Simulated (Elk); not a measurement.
# Magnetic state of NaVS2 from several starts

Does NaVS2 prefer parallel or opposed moments, or none?

Method: LDA (Perdew-Wang); all-electron APW+lo, Dirac cores, scalar-relativistic bands, in Elk 11.2.3 (patched build).

Report form: the programs' logs are mostly left out.

### 1. The structure

It takes space group R3m (No. 160, trigonal). Conventional cell: a = 3.346 Å, b = 3.346 Å, c = 21.020 Å, α = 90.00°, β = 90.00°, γ = 120.00°. Nearest to Na lie 6 S at 2.80 to 3.07 Å. Nearest to V lie 6 S at 2.27 to 2.39 Å. Nearest to S lie 3 V at 2.27 Å and 3 Na at 3.07 Å. S has 3 V at 2.39 Å and 3 Na at 2.80 Å nearest. Farther neighbours and most contacts between anions are not listed.

The settings of this session are not all sound (see the inputs), so it shows what such settings give, not the properties of the crystal.

### 2. Run 1 (ferro +)

Parallel moments need no larger cell; this start tests for a ferromagnetic state only.

Moments are seeded by fields in the spheres (the last three columns under atoms), set against the wanted direction and reduced each loop.

File elk.in:

```
tasks
  0
  33
  73

xctype
  3

rgkmax
  7.0

nempty
  3

swidth
  0.005

reducebf
  0.6

epsengy
  1e-05

maxscl
  100

lmaxi
  3

mixtype
  3

mixsdb
  8

spincore
  .true.

spinpol
  .true.

sppath
  './'

avec
  3.16151180650 1.82529969261 13.24068104661
  -3.16151180650 1.82529969261 13.24068104661
  0.00000000000 -3.65059938504 13.24068104661

atoms
  3
  'Na.in'
  1
  0.8300000000 0.8300000000 0.8300000000   0.000000 0.000000 0.000000
  'V.in'
  1
  0.0000000000 0.0000000000 0.0000000000   0.000000 0.000000 -0.150000
  'S.in'
  2
  0.6100000000 0.6100000000 0.6100000000   0.000000 0.000000 0.000000
  0.4000000000 0.4000000000 0.4000000000   0.000000 0.000000 0.000000

ngridk
  8 8 8

plot3d
  0 0 0
  1 0 0
  0 1 0
  0 0 1
  37 37 37
```

On the command line:

```bash
$ OMP_NUM_THREADS=4 elk
```

Run time: 8 min. Hardware: 4 threads of Arm Neoverse V1, shared host; peak memory 0.23 GiB; 31 min of CPU time.

The moments died away, and this build then starts once more from a stronger push, within the same count of loops. That gave no lower state.

The spin moment in the muffin-tin sphere vanishes on all atoms.

This step gave:

```
final state : non-magnetic
```

After 59 cycles the seed has died away: no moment is left.

### 3. Run 2 (antiferro q=(0,0,1/2) +-)

Reversing part of the moments tests the sign of the couplings between them.

The cell is doubled to 8 atoms to hold this order. Its mesh is chosen so that both cells sample the same points.

File elk.in:

```
tasks
  0

xctype
  3

rgkmax
  7.0

nempty
  3

swidth
  0.005

reducebf
  0.6

epsengy
  1e-05

maxscl
  100

lmaxi
  3

mixtype
  3

mixsdb
  8

spincore
  .true.

spinpol
  .true.

sppath
  './'

avec
  3.16151180650 1.82529969261 13.24068104661
  -3.16151180650 1.82529969261 13.24068104661
  0.00000000000 -7.30119877008 26.48136209322

atoms
  3
  'Na.in'
  2
  0.8300000000 0.8300000000 0.4150000000   0.000000 0.000000 0.000000
  0.8300000000 0.8300000000 0.9150000000   0.000000 0.000000 0.000000
  'V.in'
  2
  0.0000000000 0.0000000000 0.0000000000   0.000000 0.000000 -0.150000
  0.0000000000 0.0000000000 0.5000000000   0.000000 0.000000 0.150000
  'S.in'
  4
  0.6100000000 0.6100000000 0.3050000000   0.000000 0.000000 0.000000
  0.6100000000 0.6100000000 0.8050000000   0.000000 0.000000 0.000000
  0.4000000000 0.4000000000 0.2000000000   0.000000 0.000000 0.000000
  0.4000000000 0.4000000000 0.7000000000   0.000000 0.000000 0.000000

ngridk
  8 8 4
```

On the command line:

```bash
$ OMP_NUM_THREADS=4 elk
```

The job ended after 17 min (4 threads; peak memory 0.56 GiB; 65 min of CPU time).

Spin moment in the muffin-tin sphere by atom:

```csv
atom,spin moment in the muffin-tin sphere (μB)
Na1,-0.001
Na2,0.001
V3,0.769
V4,-0.769
S5,0.000
S6,0.000
S7,0.002
S8,-0.002
```

This step gave:

| Item | Value |
| --- | --- |
| density of states at the Fermi level | 5.197 states/eV/cell |
| moment between the spheres | 0 μB |
| magnetization | 0 μB |
| final state | antiferromagnetic |

It lies 8.94 meV a seeded atom under the first start, and its largest moment is 0.769 μB against 3.0e-5 μB.

### 4. Order 3, typed as no spin polarisation

A run without seeds gives the energy of the state without moments.

File elk.in:

```
tasks
  0

xctype
  3

rgkmax
  7.0

nempty
  3

swidth
  0.005

epsengy
  1e-05

maxscl
  100

lmaxi
  3

mixtype
  3

mixsdb
  8

spincore
  .true.

sppath
  './'

avec
  3.16151180650 1.82529969261 13.24068104661
  -3.16151180650 1.82529969261 13.24068104661
  0.00000000000 -3.65059938504 13.24068104661

atoms
  3
  'Na.in'
  1
  0.8300000000 0.8300000000 0.8300000000   0.000000 0.000000 0.000000
  'V.in'
  1
  0.0000000000 0.0000000000 0.0000000000   0.000000 0.000000 0.000000
  'S.in'
  2
  0.6100000000 0.6100000000 0.6100000000   0.000000 0.000000 0.000000
  0.4000000000 0.4000000000 0.4000000000   0.000000 0.000000 0.000000

ngridk
  8 8 8
```

On the command line:

```bash
$ OMP_NUM_THREADS=4 elk
```

The job ended after 2.4 min (4 threads; peak memory 0.22 GiB).

The spin moment in the muffin-tin sphere vanishes on all atoms.

Numbers from this step:

```
final state : non-magnetic
```

It ends in the same state without moments as the first start; the 0.0051 meV between them is numerical noise.

### 5. Energies of the orders

These are free energies at a smearing of 0.136 eV, so its entropy term is in the differences. They are divided by the number of seeded atoms, so that cells of unlike size compare. Wavevectors q in the names are fractions of the reciprocal vectors of the first run's cell.

Orders:

```csv
start,final state,typed order kept,energy over the lowest (meV a seeded atom),largest sphere moment (μB),net moment (μB a primitive cell),DOS at the Fermi level (states/eV a primitive cell),mesh matched,CPU time (s)
ferro +,non-magnetic,no,8.938,0,0,2.646,yes,1870
"antiferro q=(0,0,1/2) +-",antiferromagnetic,yes,0,0.7685,0,2.599,yes,3904
no spin polarisation,non-magnetic,-,8.943,0,0,2.646,yes,557.2
```

### 6. Results

```json
{"lowest state found": "antiferromagnetic (typed antiferro q=(0,0,1/2) +-)", "largest site moment": "0.769 μB", "next state": "non-magnetic, 8.94 meV a seeded atom higher", "energy gained by spin polarisation": "8.94 meV a seeded atom"}
```

The lowest state found is antiferromagnetic, reached from the start antiferro q=(0,0,1/2) +-, with moments up to 0.769 μB. Spin polarisation gains little. 1 start left the typed pattern (a sign turned or a seeded moment died), so such an energy belongs to the state reached, not the one typed. Only 3 starts are shown; other collinear patterns, canted and longer-period orders are not.

[Logs and program files are shortened in this print: banners, set-up blocks, solver, clock and traceback lines can be left out without a mark of their own.]

[Logs are printed without paths, hosts, clocks, repeated set-up lines and the standing remarks that a program may print on its own settings, such as how far it seeks lower states.]

[Hosts, paths, dates, database ids (printed as entryN), source tags and the programs' standing remarks are cut or masked in the printed files.]

[Where a cell is said to come from a database of computed structures, the database is the Materials Project.]
